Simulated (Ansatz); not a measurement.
# One crystal, many levels of theory: Te3As2 (Kalgoorlieite)

Aim: the gap of Te3As2 (Kalgoorlieite) at several levels of theory on one structure, with the time that each takes.

Calculated with Ansatz 0.2.0; density functionals, hybrids and G0W0, plane waves, PAW.

**What was measured.**

- Gap 0.46 eV: band gap, earlier experiment; bulk crystal (quoted in “Nonlinear optical properties of arsenic telluride and its use in ultrafast fiber lasers”, 2020, pmc:7498598).

In doubt: masses and optical values from hybrid runs of this build are listed as unsure (step 6), which bears on the screening that GW takes from such a start.

## (1) Set-up

The structure is monoclinic, space group C2/m (No. 12). The conventional cell has a = 14.357 Å, b = 4.020 Å, c = 9.899 Å, α = 90.00°, β = 95.11°, γ = 90.00°. Nearest to Te lie 3 As at 2.74 to 2.99 Å. Nearest to Te lie 3 As at 2.65 to 2.95 Å. Nearest to Te lie 3 As at 2.76 to 2.82 Å. Nearest to As lie 6 Te at 2.76 to 2.99 Å. As has 3 Te at 2.65 to 2.74 Å nearest. Farther neighbours and most contacts between anions are not listed.

The cell and positions come from the Crystallography Open Database and are kept as given unless a step says otherwise. Spin-orbit coupling is left out unless a step names it. The default PAW set here is soft_2. Its files were made with PBE.

## (2) LDA on the 6×6×2 mesh

Levels along a band path and on the mesh show where this functional puts the band edges.

This step: DFT, LDA, plane waves, PAW.

input.yaml

```yaml
crystal:
  lattice:
    - [7.17865, -2.00995, 0.0]
    - [7.17865, 2.00995, 0.0]
    - [-0.8811692412, 0.0, 9.859702925]
  atoms:
    - { symbol: Te, position: [0.0289, 0.0289, 0.2868] }
    - { symbol: Te, position: [0.9711, 0.9711, 0.7132] }
    - { symbol: Te, position: [0.7777, 0.7777, 0.339] }
    - { symbol: Te, position: [0.2223, 0.2223, 0.661] }
    - { symbol: Te, position: [0.3744, 0.3744, 0.0355] }
    - { symbol: Te, position: [0.6256, 0.6256, 0.9645] }
    - { symbol: As, position: [0.2026, 0.2026, 0.1408] }
    - { symbol: As, position: [0.7974, 0.7974, 0.8592] }
    - { symbol: As, position: [0.6133, 0.6133, 0.4406] }
    - { symbol: As, position: [0.3867, 0.3867, 0.5594] }
kpoints:
  mp_grid: { grid: [6, 6, 2] }
  band_path:
    path:
      - [[0.0, 0.0, 0.0], [-0.26975513, 0.26975513, 0.0]]
      - [[-0.73024487, -0.26975513, 0.0], [-0.5, -0.5, 0.0], [0.0, 0.0, 0.0], [-0.5, -0.5, 0.5], [-0.73279539, -0.26720461, 0.5]]
      - [[-0.26720461, 0.26720461, 0.5], [0.0, 0.0, 0.5], [0.0, 0.0, 0.0]]
      - [[-0.5, 0.0, 0.5], [0.0, 0.0, 0.0], [-0.5, 0.0, 0.0]]
    npoints: 10
hamiltonian:
  xc: lda
scf:
  occupations: { method: fermi_dirac, width: 0.02 }
  n_extra_bands: 7
output:
  eigenvalues: true
  write_density: true
  write_potential: true
  elf: true
  volumetric_format: npy
```

Run with:

```
> ansatz run input.yaml --threads 3 --pin off --max-ram 92160MiB --backend cuda --events-out ev --progress --plain --runs-dir out --devices 1 --max-vram 13GiB
```

Numbers of over 12 decimals in the logs are rounded to 6 here.

Log:

```text
scf.n_extra_bands = 7 over 78 filled bands (N_el = 156.0): the run solves 85 bands
GPUs: using 1 of 1 available (devices: 1).
Engine: ansatz 0.2.0, x86_64-unknown-linux-gnu
Pseudopotentials: kind: paw
Pseudopotential: Te, paw, valence charge 16, recommended cutoff 420 eV (normal), Te.paw.azcp
Pseudopotential: As, paw, valence charge 15, recommended cutoff 420 eV (normal), As.paw.azcp
Functional definition: SPW92
  exchange = slater_x
  correlation = pw_c
device memory: the entry about to start is reckoned to put 6.5 GiB on a device that reports 34.7 GiB free (of which the cap on the GPU budget leaves the run 13.0 GiB)
GPU FFT provider: cuFFT
GPU libraries: cuBLAS 13.8.2, cuFFT 12.4.0, cuSOLVER 12.3.4
Crystal: 10 atoms, lattice volume = 284.526 Å³
Basis set: ecut = 420 eV, 5571 PW (Γ)
Bands: 85, of which v1, the nominal top of the filled ones, is band 78 counted from 1 (77 counted from 0)
Symmetry: 4 space group operations
Space group: C2/m (ITA 12), of the structure as read, at distance tolerance 6.6e-5 Å
k-points: 26 of 72
Non-local potential: Te, projectors of the file, l = 0: 2, l = 1: 2, l = 2: 2, l = 3: 2
Non-local potential: As, projectors of the file, l = 0: 2, l = 1: 2, l = 2: 3, l = 3: 1
PAW form: soft (Blöchl's): semilocal exchange-correlation on the pseudo side does not see the compensation charge
PAW frozen core: Te, regenerated for the run's functional, and the local potential with it (the file was generated under x = pbe(κ = 0.804, μ = 0.219515), c = pbe(β = 0.066725))
PAW frozen core: As, regenerated for the run's functional, and the local potential with it (the file was generated under x = pbe(κ = 0.804, μ = 0.219515), c = pbe(β = 0.066725))
PAW one-centre angular grid: Te, 590 points (default); XC on 64 Gauss nodes
PAW one-centre angular grid: As, 590 points (default); XC on 64 Gauss nodes
Initial density: superposition of atomic densities (neutral atoms: chi_scale 0, normalization atom), corrected by the library's trained network
Initial wavefunctions: pseudopotential atomic-orbital guess
GPU buffer pool allocated for 180000 grid points (all kernels)
GPU transforms: local potential and band sums: pruned to the plane-wave sphere, on 50×50×72
Functional: x = slater, c = lda
SCF iter   1: F=—  HF=-60057.862891 eV  |F-HF|=—  |Δ(HF+E_count)|=         —  Δρ=4.55e-3  dr2=4.47e-2  ethr=1.77e-3  ⟨swp⟩=6.3  Hψ=8602  notcnv=0
preconditioner: auto → Resta (q_TF=auto, 2.468 Å⁻¹)  ε∞=6.0  [insulator: Δε(μ)=0.432 eV  Ē_g=7.378 eV  σ=0.020 eV  W_gap=1.00  n_scr=66 (ndim 8)  ℏωp=16.5 eV  f_vac=0.017  D(μ)=0.00/eV (n_scr^D=0)  ε∞_Penn≈6.0]
SCF iter   2: F=—  HF=-60057.846558 eV  |F-HF|=—  |Δ(HF+E_count)|=   1.63e-2  Δρ=2.46e-3  dr2=1.03e-2  ethr=2.86e-5  ⟨swp⟩=2.2  Hψ=3454  notcnv=0  defer=49
SCF iter   3: F=—  HF=-60057.844002 eV  |F-HF|=—  |Δ(HF+E_count)|=   2.56e-3  Δρ=4.86e-4  dr2=1.25e-3  ethr=6.59e-6  ⟨swp⟩=3.0  Hψ=4323  notcnv=0  defer=49
SCF iter   4: F=—  HF=-60057.843989 eV  |F-HF|=—  |Δ(HF+E_count)|=   1.33e-5  Δρ=1.72e-4  dr2=1.60e-4  ethr=8.01e-7  ⟨swp⟩=2.0  Hψ=3408  notcnv=0  defer=49
SCF iter   5: F=—  HF=-60057.843213 eV  |F-HF|=—  |Δ(HF+E_count)|=   7.76e-4  Δρ=5.13e-5  dr2=1.39e-5  ethr=1.02e-7  ⟨swp⟩=2.2  Hψ=3409  notcnv=0  defer=49
SCF iter   6: F=—  HF=-60057.844111 eV  |F-HF|=—  |Δ(HF+E_count)|=   8.99e-4  Δρ=2.12e-5  dr2=2.67e-6  ethr=8.94e-9  ⟨swp⟩=2.2  Hψ=2990  notcnv=0  defer=49
SCF iter   7: F=—  HF=-60057.844111 eV  |F-HF|=—  |Δ(HF+E_count)|=   1.79e-8  Δρ=6.77e-6  dr2=3.52e-7  ethr=1.71e-9  ⟨swp⟩=2.4  Hψ=3227  notcnv=0  defer=49
SCF iter   8: F=-60057.844111 eV  HF=-60057.844111 eV  |F-HF|=5.17e-8  |Δ(HF+E_count)|=   8.70e-9  Δρ=2.78e-6  dr2=4.62e-8  ethr=6.41e-11  ⟨swp⟩=8.0  Hψ=7908  notcnv=0
SCF 1 converged in 8 iterations: F = -60057.844111 eV  dr2 = 4.62e-8
[...]
device memory: the entry about to start is reckoned to put 4.9 GiB on a device that reports 32.7 GiB free (of which the cap on the GPU budget leaves the run 13.0 GiB)
NSCF: frozen V_eff on 94 k-points
SCF converged after 8 iterations
Free energy (F): -60057.844111 eV
Harris-Foulkes:  -60057.844111 eV  (|F-HF|=5.17e-8)
Internal energy: -60057.844110 eV  (E = F + TS)
E sigma→0 (E₀):  -60057.844111 eV
Entropy (-TS):   -0.000001 eV (-0.000 meV/atom)
Fermi energy:    9.157778 eV
--- Per-component energies (eV) ---
  E_band       = -2562.381975
  E_kinetic    = 1499.242443
  E_local      = -15038.096836  (includes V_loc(G=0)·N_el)
  E_nonlocal   = -4491.454317
  E_hartree    = 8897.080658
  E_xc         = -1058.786884
  E_vxc        = -946.711772  (∫ρ·V_xc dr)
  E_paw        = -34069.626855  (= ΣΔE_a)
  E_vpaw       = -1379.543226  (= ΣTr[D̂ρ^β])
  E_aug_tail   = -0.001168  (compensation charges beyond the density's cutoff)
  E_ewald      = -15808.574038
  E_core_change = 12.372887  (= ΣΔE_core)
  E_smearing   = -0.000001  (= −TS)
  E_closure    = -0.000000  (closes the sum)
  Σ components = -60057.844111   (vs F -60057.844111, Δ=0.00e0)
--- Band table (eV; the first three rows and the last of 26) ---
  k-point 0: bands = [... 74 lower, 8.3222, 8.3575, 8.5278, 8.5340, 10.0150, 10.2712, 10.5641, 10.7729, ... 3 higher]
  k-point 1: bands = [... 74 lower, 8.4339, 8.6169, 8.7376, 8.7799, 9.6993, 9.7789, 10.1378, 10.2914, ... 3 higher]
  k-point 2: bands = [... 74 lower, 8.2154, 8.4199, 8.5979, 8.8843, 10.1379, 10.2459, 10.4262, 10.6484, ... 3 higher]
  k-point 25: bands = [... 74 lower, 8.3660, 8.6282, 8.7208, 8.8196, 9.3462, 9.4314, 9.8837, 10.4467, ... 3 higher]
```

Elapsed: 21 s, on 1 × NVIDIA H100 80GB HBM3 (shared by 6 runs) with 3 threads of AMD EPYC 7R13 (Zen 3), shared host; peak memory 1.2 GiB; 40 s of CPU time.

In the SCF lines HF is the Harris–Foulkes energy and dr2 the Hartree energy of the density residual, in eV; the loop may stop once dr2 is under the threshold and the program's other checks hold. Hψ counts applications of the Hamiltonian.

Numbers from this step:

* filled bands: 78
* gap: 0.3758 eV
* valence top at: k = (-0.592, -0.408, 0.000)
* conduction bottom at: M_2
* least direct gap: 0.4246 eV

Over mesh and path the gap is 0.376 eV, from k = (-0.592, -0.408, 0.000) to k = (-0.500, -0.500, 0.500). The least direct gap found is 0.425 eV, at k = (0.000, 0.000, 0.300).

## (3) LDA+SOC on the 6×6×2 mesh

This run has two-component orbitals with spin-orbit coupling.

This step: DFT, LDA with spin-orbit coupling, plane waves, PAW.

input.yaml, the sections that differ from step 2:

```yaml
kpoints:
  mp_grid: { grid: [6, 6, 2] }
  band_path:
    path:
      - [0.0, 0.0, 0.0]
      - [-0.26975513, 0.26975513, 0.0]
      - [-0.73024487, -0.26975513, 0.0]
      - [-0.5, -0.5, 0.0]
      - [-0.5, -0.5, 0.5]
      - [-0.73279539, -0.26720461, 0.5]
      - [-0.26720461, 0.26720461, 0.5]
      - [0.0, 0.0, 0.5]
      - [-0.592097948, -0.407902052, 0.0]
      - [0.0, 0.0, 0.3]
    npoints: 1
scf:
  occupations: { method: fermi_dirac, width: 0.02 }
  n_extra_bands: 14
magnetization:
  noncollinear: true
  spin_orbit: true
# crystal, hamiltonian, output: as in step 2
```

Log:

```text
[...]
GPUs: using 1 of 1 available (devices: 1).
[...]
non-collinear run that drives no moment, with spin-orbit: no starting moment large enough to seed its density (crystal.atoms[].spin), no starting occupations that ask for one, no magnetisation constraint and no magnetic field, so the semilocal B_xc is pinned to zero
[...]
GPU FFT provider: cuFFT
GPU libraries: cuBLAS 13.8.2, cuFFT 12.4.0, cuSOLVER 12.3.4
Crystal: 10 atoms, lattice volume = 284.526 Å³
Basis set: ecut = 420 eV, 5571 PW (Γ)
Bands: 170, of which v1, the nominal top of the filled ones, is band 156 counted from 1 (155 counted from 0)
Symmetry: 4 space group operations + 4 with time reversal
[...]
k-points: 26 of 72
Projection manifold: j_resolved (fully-relativistic pseudo-atomic orbitals)
[...]
GPU buffer pool allocated for 180000 grid points (all kernels)
[...]
site 5: m = (+0.0000, +0.0000, +0.0000) μB, |m| = 0.0000 μB  (R = 1.14 Å)
  site 6: m = (+0.0000, +0.0000, +0.0000) μB, |m| = 0.0000 μB  (R = 1.14 Å)
  site 7: m = (+0.0000, +0.0000, +0.0000) μB, |m| = 0.0000 μB  (R = 1.14 Å)
  site 8: m = (+0.0000, +0.0000, +0.0000) μB, |m| = 0.0000 μB  (R = 1.09 Å)
  site 9: m = (+0.0000, +0.0000, +0.0000) μB, |m| = 0.0000 μB  (R = 1.09 Å)
Free energy (F): -60073.965824 eV
[...]
Internal energy: -60073.965774 eV  (E = F + TS)
E sigma→0 (E₀):  -60073.965799 eV
Entropy (-TS):   -0.000050 eV (-0.005 meV/atom)
Fermi energy:    9.183861 eV
[...]
--- Band table (eV; the first three rows and the last of 26) ---
  k-point 0: bands = [... 152 lower, 8.6375, 8.6375, 8.6833, 8.6833, 9.9667, 9.9667, 10.2037, 10.2037, ... 10 higher]
  k-point 1: bands = [... 152 lower, 8.6974, 8.6974, 8.9150, 8.9150, 9.5460, 9.5460, 9.7797, 9.7797, ... 10 higher]
  k-point 2: bands = [... 152 lower, 8.6144, 8.6144, 8.8805, 8.8805, 10.0101, 10.0101, 10.2463, 10.2463, ... 10 higher]
  k-point 25: bands = [... 152 lower, 8.7744, 8.7744, 9.0275, 9.0275, 9.2899, 9.2899, 9.4212, 9.4212, ... 10 higher]
[key lines of the parts left out:]
SCF converged after 9 iterations
Magnetization: |M| = 0.0000 μB,  M = (+0.0000, +0.0000, +0.0000) μB
```

Wall time 18 s (1 × NVIDIA H100 80GB HBM3 (shared by 6 runs) with 3 threads); peak memory 2.1 GiB.

Numbers from this step:

```yaml
gap: 0.1849 eV
valence_top_at: k = (0.000, 0.000, 0.300)
conduction_bottom_at: M_2
least_direct_gap: 0.2623 eV
```

Over mesh and listed points the gap is 0.185 eV, from k = (0.000, 0.000, 0.300) to k = (-0.500, -0.500, 0.500). The least direct gap found is 0.262 eV, at k = (-0.500, -0.500, 0.500). LDA+SOC against LDA: 0.185 − 0.376 = −0.191 eV. Mesh, set of files and cutoff are the same, but the valence top lies at another k point, so this need not be the shift of one pair of states. The spin-orbit run sees mesh and listed points alone, so its gap is an upper bound: the coupling can move an edge off these points, and the change over the zone, its sign included where it is small, is not known.

## (4) HSE06 on the 4×4×2 mesh

HSE06 mixes in a quarter of exact exchange at short range.

This step: DFT, HSE06, plane waves, PAW.

Changes to input.yaml since step 3:

```diff
@@ -17,3 +17,3 @@
 kpoints:
-  mp_grid: { grid: [6, 6, 2] }
+  mp_grid: { grid: [4, 4, 2] }
   band_path:
@@ -32,14 +32,7 @@
 hamiltonian:
-  xc: lda
+  xc: hse06
 scf:
-  occupations: { method: fermi_dirac, width: 0.02 }
-  n_extra_bands: 14
-magnetization:
-  noncollinear: true
-  spin_orbit: true
+  occupations: { method: fixed }
+  n_extra_bands: 7
 output:
   eigenvalues: true
-  write_density: true
-  write_potential: true
-  elf: true
-  volumetric_format: npy
```

Log:

```text
[...]
GPUs: using 1 of 1 available (devices: 1).
[...]
davidson cushion auto → on  (no smearing: the cushion is to keep the highest requested band from converging to the state above it; pin scf.eigensolver.cushion to override)
[...]
GPU FFT provider: cuFFT
GPU libraries: cuBLAS 13.8.2, cuFFT 12.4.0, cuSOLVER 12.3.4
Crystal: 10 atoms, lattice volume = 284.526 Å³
Basis set: ecut = 420 eV, 5571 PW (Γ)
[...]
Fermi energy:    8.971740 eV
[...]
--- Band table (eV; the first three rows and the last of 14) ---
  k-point 0: bands = [... 74 lower, 8.2706, 8.3041, 8.5154, 8.5480, 10.5357, 10.7304, 11.0160, 11.2702, ... 3 higher]
  k-point 1: bands = [... 74 lower, 8.5508, 8.6584, 8.7094, 8.7116, 10.1279, 10.2400, 10.5297, 10.8359, ... 3 higher]
  k-point 2: bands = [... 74 lower, 8.1234, 8.2811, 8.5019, 8.7305, 10.5096, 10.7962, 10.8408, 11.0068, ... 3 higher]
  k-point 13: bands = [... 74 lower, 8.2610, 8.6488, 8.6716, 8.8975, 9.7745, 9.8985, 10.2616, 10.9449, ... 3 higher]
[key lines of the parts left out:]
Free energy (F): -61334.807663 eV
```

Wall time 96 s (1 × NVIDIA H100 80GB HBM3 (shared by 6 runs) with 3 threads); peak memory 2 GiB; 3.3 min of CPU time.

This step gave:

```
gap                     : 0.7268 eV
valence top at          : k = (0.000, 0.000, 0.300)
conduction bottom at    : M_2
least direct gap        : 0.8214 eV
exact-exchange fraction : 0.25
```

Over mesh and listed points the gap is 0.727 eV, from k = (0.000, 0.000, 0.300) to k = (-0.500, -0.500, 0.500). The least direct gap found is 0.821 eV, at k = (0.000, 0.000, 0.300). On the 4×4×2 mesh alone the same run gives 0.803 eV, so that mesh misses an edge of HSE06: 0.803 − 0.727 = +0.076 eV. HSE06 against LDA: 0.727 − 0.376 = +0.351 eV. The runs also differ in mesh (6×6×2 and 4×4×2), and the valence top lies at another k point, so how much of this comes from the functional alone is not known.

## (5) G0W0@LDA, 4×4×2 mesh, 1070 empty bands, screening to 140 eV

G0W0 replaces the xc potential by a self-energy built once from the orbitals of the start. Levels are corrected in the window of bands that the input names, at points of the mesh.

This step: G0W0 on LDA, plane waves, PAW.

Changes to input.yaml since step 4:

```diff
@@ -18,21 +18,11 @@
   mp_grid: { grid: [4, 4, 2] }
-  band_path:
-    path:
-      - [0.0, 0.0, 0.0]
-      - [-0.26975513, 0.26975513, 0.0]
-      - [-0.73024487, -0.26975513, 0.0]
-      - [-0.5, -0.5, 0.0]
-      - [-0.5, -0.5, 0.5]
-      - [-0.73279539, -0.26720461, 0.5]
-      - [-0.26720461, 0.26720461, 0.5]
-      - [0.0, 0.0, 0.5]
-      - [-0.592097948, -0.407902052, 0.0]
-      - [0.0, 0.0, 0.3]
-    npoints: 1
 hamiltonian:
-  xc: hse06
+  xc: lda
 scf:
   occupations: { method: fixed }
-  n_extra_bands: 7
-output:
-  eigenvalues: true
+gw:
+  n_empty_bands: 1070
+  ecut_chi: 140.0
+  qp_bands: [v3, c3]
+  qp_kpoints: band_edges
+  screening: { model: contour_deformation }
```

Log:

```text
GPUs: using 1 of 1 available (devices: 1).
[...]
GPU FFT provider: cuFFT
GPU libraries: cuBLAS 13.8.2, cuFFT 12.4.0, cuSOLVER 12.3.4
Crystal: 10 atoms, lattice volume = 284.526 Å³
Basis set: ecut = 420 eV, 5571 PW (Γ)
Bands: 94, of which v1, the nominal top of the filled ones, is band 78 counted from 1 (77 counted from 0)
Symmetry: 4 space group operations
[...]
k-points: 14 of 32
[...]
1    77      8.7356   -15.1693     0.6216   -14.3969  0.7364     8.5841     8.5847  root
[...]
13    78      8.8128   -14.7651     0.0984   -14.6093  0.7403     8.7553     8.7554  root
    13    79      9.3450   -10.7700    -3.2070   -14.1233  0.7446     9.4919     9.4914  root
    13    80      9.4316   -10.3776    -3.2887   -13.8175  0.7463     9.5834     9.5828  root
    13    81      9.8836   -10.6999    -3.1822   -13.9784  0.7375     9.9801     9.9799  root
[key lines of the parts left out:]
SCF converged after 8 iterations
Free energy (F): -60057.857553 eV
Fermi energy:    8.863055 eV
```

The job ended after 5 min (1 × NVIDIA H100 80GB HBM3 (shared by 6 runs) with 3 threads; peak memory 5.5 GiB).

This step gave:

```yaml
bands_summed: 1148
rpa_eps_infinity_on_this_mesh_eigenvalues: 28.47, 63.86, 75.35
plane_waves_in_the_screening_matrix: 1059
g0w0_gap_over_the_corrected_points: 0.6687 eV
k_of_the_valence_top: 0.25, 0.25, -0.5
k_of_the_conduction_bottom: -0.5, -0.5, -0.5
starting_gap_on_the_mesh: 0.4820 eV
z_at_the_valence_top: 0.7422
z_at_the_conduction_bottom: 0.7446
least_direct_g0w0_gap_over_the_corrected_points: 0.7359 eV
```

Over 12 of 14 irreducible mesh points the G0W0 gap is 0.669 eV, from k = (0.250, 0.250, -0.500) to k = (-0.500, -0.500, -0.500). The LDA gap of this run on the mesh is 0.482 eV. The two states that bound the G0W0 gap lie that far apart at the start, so the correction of the gap is 0.669 − 0.482 = +0.187 eV.

## (6) G0W0@HSE06, 4×4×2 mesh, 1070 empty bands, screening to 140 eV

This step: G0W0 on HSE06, plane waves, PAW.

Changes to input.yaml since step 5:

```diff
@@ -19,3 +19,3 @@
 hamiltonian:
-  xc: lda
+  xc: hse06
 scf:
```

Log:

```text
GPUs: using 1 of 1 available (devices: 1).
[...]
GPU FFT provider: cuFFT
GPU libraries: cuBLAS 13.8.2, cuFFT 12.4.0, cuSOLVER 12.3.4
Crystal: 10 atoms, lattice volume = 284.526 Å³
Basis set: ecut = 420 eV, 5571 PW (Γ)
Bands: 94, of which v1, the nominal top of the filled ones, is band 78 counted from 1 (77 counted from 0)
Symmetry: 4 space group operations
[...]
k-points: 14 of 32
[...]
1    76      8.6584   -15.6893     0.4378   -15.1138  0.7651     8.5205     8.5208  root
     1    77      8.7094   -15.0973     0.6021   -14.3540  0.7644     8.5679     8.5682  root
[...]
13    78      8.8975   -14.8242     0.2870   -14.4001  0.7671     8.7601     8.7604  root
    13    79      9.7745   -10.3826    -3.1914   -13.4285  0.7705     9.6293     9.6290  root
    13    80      9.8985    -9.9397    -3.3057   -13.0846  0.7722     9.7381     9.7377  root
    13    81     10.2616   -10.3766    -3.1095   -13.3382  0.7652    10.1140    10.1137  root
[key lines of the parts left out:]
Free energy (F): -61334.807663 eV
Fermi energy:    8.971743 eV
```

The job ended after 7.3 min (1 × NVIDIA H100 80GB HBM3 (shared by 6 runs) with 3 threads; peak memory 6 GiB; 11 min of CPU time).

Numbers from this step:

```
bands summed                                    : 1148
RPA ε∞ on this mesh (eigenvalues)               : 17.53, 33.36, 35.02
plane waves in the screening matrix             : 1059
G0W0 gap over the corrected points              : 0.7941 eV
k of the valence top                            : 0.25, 0.25, -0.5
k of the conduction bottom                      : -0.5, -0.5, -0.5
starting gap on the mesh                        : 0.8027 eV
Z at the valence top                            : 0.7687
Z at the conduction bottom                      : 0.7705
least direct G0W0 gap over the corrected points : 0.8686 eV
```

Over 11 of 14 irreducible mesh points the G0W0 gap is 0.794 eV, from k = (0.250, 0.250, -0.500) to k = (-0.500, -0.500, -0.500). The HSE06 gap of this run on the mesh is 0.803 eV. The two states that bound the G0W0 gap lie that far apart at the start, so the correction of the gap is 0.794 − 0.803 = −0.009 eV. G0W0@HSE06 against G0W0@LDA with 1148 bands: 0.794 − 0.669 = +0.125 eV, with the same mesh, files and cutoffs, and both edges at the same k points.

[end of part 1 of 2]

[Paths, hosts, dates, memory and timing lines, banners, echoed tables and standing remarks are left out of the program output.]

[Logs are printed without paths, hosts, clocks, repeated set-up lines and the standing remarks that a program may print on its own settings, such as how far it seeks lower states.]

[Runs of the session that timed out or met a known fault of the program may be left out.]

[Cells called generated may have been cut or substituted from an entry of the Crystallography Open Database or the Materials Project.]

[Hosts, paths, dates, database ids (printed as entryN), source tags and the programs' standing remarks are cut or masked in the printed files.]

[Where an RPA ε∞ is given, it is that of the G0W0 mesh and is not shown converged in it. Names of k-points follow the symmetry that the program found, which can be lower than the space group named. Band edges on a path are those of the sampled points; other points can move an edge, and change direct to indirect where valleys lie close.]

[Hybrid gaps are those of their k-mesh and are not shown converged in it.]
